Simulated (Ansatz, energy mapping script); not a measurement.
# ScNiO2 in the infinite layer structure: J from the energies of magnetic orders, part 3 of 3

Wanted: the magnetic order of ScNiO2 in the infinite layer structure, its couplings and an estimate of its ordering temperature, by PBE+U (6 eV).

PBE with U = 6 eV on Ni d, ortho-atomic projectors; plane waves, U on orthogonalised atomic orbitals unless named otherwise, collinear spin, no spin–orbit coupling.

So far. Step 9 (Compensated +− start in cell C (8 atoms)): The run ends antiferromagnetic, 164.15 meV a magnetic atom above the parallel order of its cell, a difference that unlike orbital or electronic states can set, not exchange alone (energies taken at zero occupation width, not the printed F). Step 10 (Parallel start in cell D (8 atoms)): The run ends ferromagnetic.

**11. Order 8: compensated +−, cell D of 8 atoms**

This order reverses 0 of the 2 neighbours at 2.88 Å, 4 of the 4 neighbours at 3.83 Å and 8 of the 8 neighbours at 4.79 Å, counted for an average magnetic atom.

input.yaml

```yaml
crystal:
  lattice:
    - [0.0, 0.0, -2.882333349]
    - [3.830613561, 3.830613561, 0.0]
    - [3.830613561, -3.830613561, 0.0]
  atoms:
    - { symbol: Sc, position: [0.5, 0.5, 0.0] }
    - { symbol: Sc, position: [0.5, 0.0, 0.5] }
    - { symbol: Ni, position: [0.0, 0.0, 0.0], spin: 2.0 }
    - { symbol: Ni, position: [0.0, 0.5, 0.5], spin: -2.0 }
    - { symbol: O, position: [0.0, 0.25, 0.25] }
    - { symbol: O, position: [0.0, 0.75, 0.75] }
    - { symbol: O, position: [0.0, 0.25, 0.75] }
    - { symbol: O, position: [0.0, 0.75, 0.25] }
magnetization:
  spin_polarized: true
kpoints:
  mp_grid: { grid: [12, 7, 7] }
hamiltonian:
  xc: pbe
  hubbard:
    sites:
      - { species: Ni, l: d, u_eff: 6.0 }
      - { site: 2, l: d, u_eff: 6.0, starting_ns: [{ spin: up, occupation_matrix: ni2_major }, { spin: down, occupation_matrix: ni2_minor }] }
      - { site: 3, l: d, u_eff: 6.0, starting_ns: [{ spin: up, occupation_matrix: ni2_minor }, { spin: down, occupation_matrix: ni2_major }] }
    projectors: ortho-atomic
    occupation_matrices:
      ni2_major:
        matrix:
          - [0.93, 0.0, 0.0, 0.0, 0.0]
          - [0.0, 0.981, 0.0, 0.0, 0.0]
          - [0.0, 0.0, 0.981, 0.0, 0.0]
          - [0.0, 0.0, 0.0, 0.893, 0.0]
          - [0.0, 0.0, 0.0, 0.0, 0.985]
      ni2_minor:
        matrix:
          - [0.901, 0.0, 0.0, 0.0, 0.0]
          - [0.0, 0.975, 0.0, 0.0, 0.0]
          - [0.0, 0.0, 0.975, 0.0, 0.0]
          - [0.0, 0.0, 0.0, 0.159, 0.0]
          - [0.0, 0.0, 0.0, 0.0, 0.982]
scf:
  occupations: { method: fermi_dirac, width: 0.05 }
output:
  eigenvalues: true
```

Command:

```console
$ ansatz run input.yaml --threads 4 --pin off --max-ram 8192MiB --backend cpu --events-out ev --progress --plain --runs-dir out
```

Numbers of over 12 decimals in the logs are rounded to 6 here.

The log of the run:

```text
[...]
Crystal: 8 atoms, lattice volume = 84.588 Å³
Basis set: ecut = 420 eV, 1645 PW (Γ)
Bands: 52, of which v1, the nominal top of the filled ones, is band 41 counted from 1 (40 counted from 0)
Symmetry: 16 space group operations
[...]
k-points: 70 of 588
[...]
Starting moments: Σ|m| = 4 μB on 2 of 8 sites
[...]
k-point 1 ↑: bands = [... 37 lower, 11.2199, 11.9939, 12.0346, 12.5083, 12.8352, 14.2654, 15.2859, 15.5068, ... 7 higher]
  k-point 2 ↑: bands = [... 37 lower, 11.4106, 11.8429, 11.9943, 12.6723, 13.0869, 14.0437, 15.3290, 15.6770, ... 7 higher]
  k-point 69 ↓: bands = [... 37 lower, 11.3691, 11.3758, 11.8389, 14.0318, 15.1704, 15.3378, 15.3835, 15.5261, ... 7 higher]
Occupation matrices written to <dir>
[key lines of the parts left out:]
SCF converged after 25 iterations
Magnetization: 0.0000 μB (41.0000 up, 41.0000 down)
Free energy (F): -18222.087460 eV
Fermi energy:    13.481760 eV
```

Run time: 10 s. Hardware: 4 threads of Arm Neoverse V2, shared host; peak memory 0.78 GiB.

The run ends antiferromagnetic, 105.53 meV a magnetic atom above the parallel order of its cell, a difference that unlike orbital or electronic states can set, not exchange alone (energies taken at zero occupation width, not the printed F).

**12. Run 9 (parallel; cell E, 8 atoms)**

A new cell needs its own zero of energy.

This run holds the same structure in another cell (a 2.882 → 3.831 Å, b 5.417 → 4.794 Å, c 5.417 → 4.794 Å, α 90.0 → 106.1°).

input.yaml

```yaml
crystal:
  lattice:
    - [3.830613561, 0.0, 0.0]
    - [0.0, 3.830613561, 2.882333349]
    - [0.0, -3.830613561, 2.882333349]
  atoms:
    - { symbol: Sc, position: [0.5, 0.5, 0.0] }
    - { symbol: Sc, position: [0.5, 0.0, 0.5] }
    - { symbol: Ni, position: [0.0, 0.0, 0.0], spin: 2.0 }
    - { symbol: Ni, position: [0.0, 0.5, 0.5], spin: 2.0 }
    - { symbol: O, position: [0.5, 0.0, 0.0] }
    - { symbol: O, position: [0.5, 0.5, 0.5] }
    - { symbol: O, position: [0.0, 0.25, 0.75] }
    - { symbol: O, position: [0.0, 0.75, 0.25] }
magnetization:
  spin_polarized: true
kpoints:
  mp_grid: { grid: [10, 8, 8] }
hamiltonian:
  xc: pbe
  hubbard:
    sites:
      - { species: Ni, l: d, u_eff: 6.0 }
      - { site: 2, l: d, u_eff: 6.0, starting_ns: [{ spin: up, occupation_matrix: ni2_major }, { spin: down, occupation_matrix: ni2_minor }] }
      - { site: 3, l: d, u_eff: 6.0, starting_ns: [{ spin: up, occupation_matrix: ni2_major }, { spin: down, occupation_matrix: ni2_minor }] }
    projectors: ortho-atomic
    occupation_matrices:
      ni2_major:
        matrix:
          - [0.93, 0.0, 0.0, 0.0, 0.0]
          - [0.0, 0.981, 0.0, 0.0, 0.0]
          - [0.0, 0.0, 0.981, 0.0, 0.0]
          - [0.0, 0.0, 0.0, 0.893, 0.0]
          - [0.0, 0.0, 0.0, 0.0, 0.985]
      ni2_minor:
        matrix:
          - [0.901, 0.0, 0.0, 0.0, 0.0]
          - [0.0, 0.975, 0.0, 0.0, 0.0]
          - [0.0, 0.0, 0.975, 0.0, 0.0]
          - [0.0, 0.0, 0.0, 0.159, 0.0]
          - [0.0, 0.0, 0.0, 0.0, 0.982]
scf:
  occupations: { method: fermi_dirac, width: 0.05 }
output:
  eigenvalues: true
```

The log of the run:

```text
[...]
Crystal: 8 atoms, lattice volume = 84.588 Å³
Basis set: ecut = 420 eV, 1637 PW (Γ)
Bands: 52, of which v1, the nominal top of the filled ones, is band 41 counted from 1 (40 counted from 0)
Symmetry: 16 space group operations
[...]
k-points: 126 of 640
[...]
Starting moments: Σ|m| = 4 μB on 2 of 8 sites
[...]
k-point 1 ↑: bands = [... 37 lower, 10.9339, 10.9442, 11.1483, 11.2600, 12.8593, 12.8698, 15.2987, 15.3769, ... 7 higher]
  k-point 2 ↑: bands = [... 37 lower, 10.9112, 11.0295, 11.1180, 11.1870, 12.5470, 13.3261, 15.3267, 15.3885, ... 7 higher]
  k-point 125 ↓: bands = [... 37 lower, 12.3323, 12.3329, 12.7380, 14.3929, 15.4106, 15.4265, 16.0534, 16.0890, ... 7 higher]
Occupation matrices written to <dir>
[key lines of the parts left out:]
SCF converged after 15 iterations
Magnetization: 1.5176 μB (41.7588 up, 40.2412 down)
Free energy (F): -18222.302148 eV
Fermi energy:    13.636410 eV
```

Wall time 29 s (4 threads); peak memory 1.1 GiB; 1.8 min of CPU time.

The run ends ferromagnetic. For each magnetic atom its energy differs from the parallel run of the first cell by 0.19 meV, an error that one common reference would have brought in.

**13. Run 10 (compensated +−; cell E, 8 atoms)**

This order reverses 2 of the 2 neighbours at 2.88 Å, 2 of the 4 neighbours at 3.83 Å and 4 of the 8 neighbours at 4.79 Å, counted for an average magnetic atom.

Changes to input.yaml since step 12:

```diff
@@ -9,3 +9,3 @@
     - { symbol: Ni, position: [0.0, 0.0, 0.0], spin: 2.0 }
-    - { symbol: Ni, position: [0.0, 0.5, 0.5], spin: 2.0 }
+    - { symbol: Ni, position: [0.0, 0.5, 0.5], spin: -2.0 }
     - { symbol: O, position: [0.5, 0.0, 0.0] }
@@ -24,3 +24,3 @@
       - { site: 2, l: d, u_eff: 6.0, starting_ns: [{ spin: up, occupation_matrix: ni2_major }, { spin: down, occupation_matrix: ni2_minor }] }
-      - { site: 3, l: d, u_eff: 6.0, starting_ns: [{ spin: up, occupation_matrix: ni2_major }, { spin: down, occupation_matrix: ni2_minor }] }
+      - { site: 3, l: d, u_eff: 6.0, starting_ns: [{ spin: up, occupation_matrix: ni2_minor }, { spin: down, occupation_matrix: ni2_major }] }
     projectors: ortho-atomic
```

The log of the run:

```text
[...]
Crystal: 8 atoms, lattice volume = 84.588 Å³
Basis set: ecut = 420 eV, 1637 PW (Γ)
Bands: 52, of which v1, the nominal top of the filled ones, is band 41 counted from 1 (40 counted from 0)
Symmetry: 8 space group operations
[...]
k-points: 126 of 640
[...]
Starting moments: Σ|m| = 4 μB on 2 of 8 sites
[...]
k-point 1 ↑: bands = [... 37 lower, 11.1758, 11.2341, 11.6092, 12.5375, 12.8729, 15.2693, 15.3571, 15.4730, ... 7 higher]
  k-point 2 ↑: bands = [... 37 lower, 11.1381, 11.3584, 11.5490, 12.3130, 13.3010, 15.2925, 15.3627, 15.6733, ... 7 higher]
  k-point 125 ↓: bands = [... 37 lower, 12.2130, 12.2198, 12.2361, 13.8636, 14.3387, 15.3578, 15.4185, 16.0126, ... 7 higher]
Occupation matrices written to <dir>
[key lines of the parts left out:]
SCF converged after 18 iterations
Magnetization: 0.0000 μB (41.0000 up, 41.0000 down)
Free energy (F): -18222.104670 eV
Fermi energy:    13.536580 eV
```

Run time: 17 s. Hardware: 4 threads; peak memory 1.1 GiB; 66 s of CPU time.

The run ends antiferromagnetic, 100.14 meV a magnetic atom above the parallel order of its cell, a difference that unlike orbital or electronic states can set, not exchange alone (energies taken at zero occupation width, not the printed F).

**14. Mapping onto a Heisenberg model**

Each energy difference is a sum of couplings weighted by the pairs that the order reverses. A few near shells are fitted to the differences by least squares. Energies are those extrapolated to zero occupation width, not the free energies F.

The orders side by side; each is measured from the parallel order in the same cell and on the same mesh:

| order | atoms | energy (meV a magnetic atom) | moments (μB) | moments kept as typed | opposed neighbours at 2.88, 3.83, 4.79 Å |
| --- | --- | --- | --- | --- | --- |
| parallel in cell A | 8 | 0.00 | 0.77 | yes | 0, 0, 0 |
| compensated +− in cell A | 8 | -0.93 | 0.77 | yes | 2, 0, 8 |
| parallel in cell B | 8 | 0.00 | 0.77 | yes | 0, 0, 0 |
| compensated +− in cell B | 8 | 99.43 | 0.77 | yes | 0, 2, 4 |
| parallel in cell C | 8 | 0.00 | 0.76 | yes | 0, 0, 0 |
| compensated +− in cell C | 8 | 164.15 | 0.84 | yes | 2, 4, 0 |
| parallel in cell D | 8 | 0.00 | 0.77 | yes | 0, 0, 0 |
| compensated +− in cell D | 8 | 105.53 | 1.07 | yes | 0, 4, 8 |
| parallel in cell E | 8 | 0.00 | 0.77 | yes | 0, 0, 0 |
| compensated +− in cell E | 8 | 100.14 | 0.77 | yes | 2, 2, 4 |

Couplings from the energies, with E = −Σ J e·e over ordered pairs:

| pair | distance (Å) | neighbours | J (meV) |
| --- | --- | --- | --- |
| Ni–Ni | 2.88 | 2 | 5.29 |
| Ni–Ni | 3.83 | 4 | 17.2 |
| Ni–Ni | 4.79 | 8 | -1.70 |
| Ni–Ni | 5.42 | 4 | 4.23 |

**15. Results**

```json
{"couplings": "not to be trusted"}
```

**Reading.** Between the runs the occupations of the corrected shell change by more than 0.2 electrons in one orbital, or the parallel runs differ in their moments. Whether a run was caught in another orbital state or the shell answers to the reversal itself, the energy differences hold more than the exchange of fixed moments, so a Heisenberg reading is in doubt. The cell was built from a prototype and relaxed; a distortion that needs a larger cell, or another structure that the compound may prefer, is not captured.

[Logs and program files are shortened in this print: banners, set-up blocks, solver, clock and traceback lines can be left out without a mark of their own.]

[Logs are printed without paths, hosts, clocks, repeated set-up lines and the standing remarks that a program may print on its own settings, such as how far it seeks lower states.]

[Hosts, paths, dates, database ids (printed as entryN), source tags and the programs' standing remarks are cut or masked in the printed files.]

[Where a cell is said to come from a database of computed structures, the database is the Materials Project.]
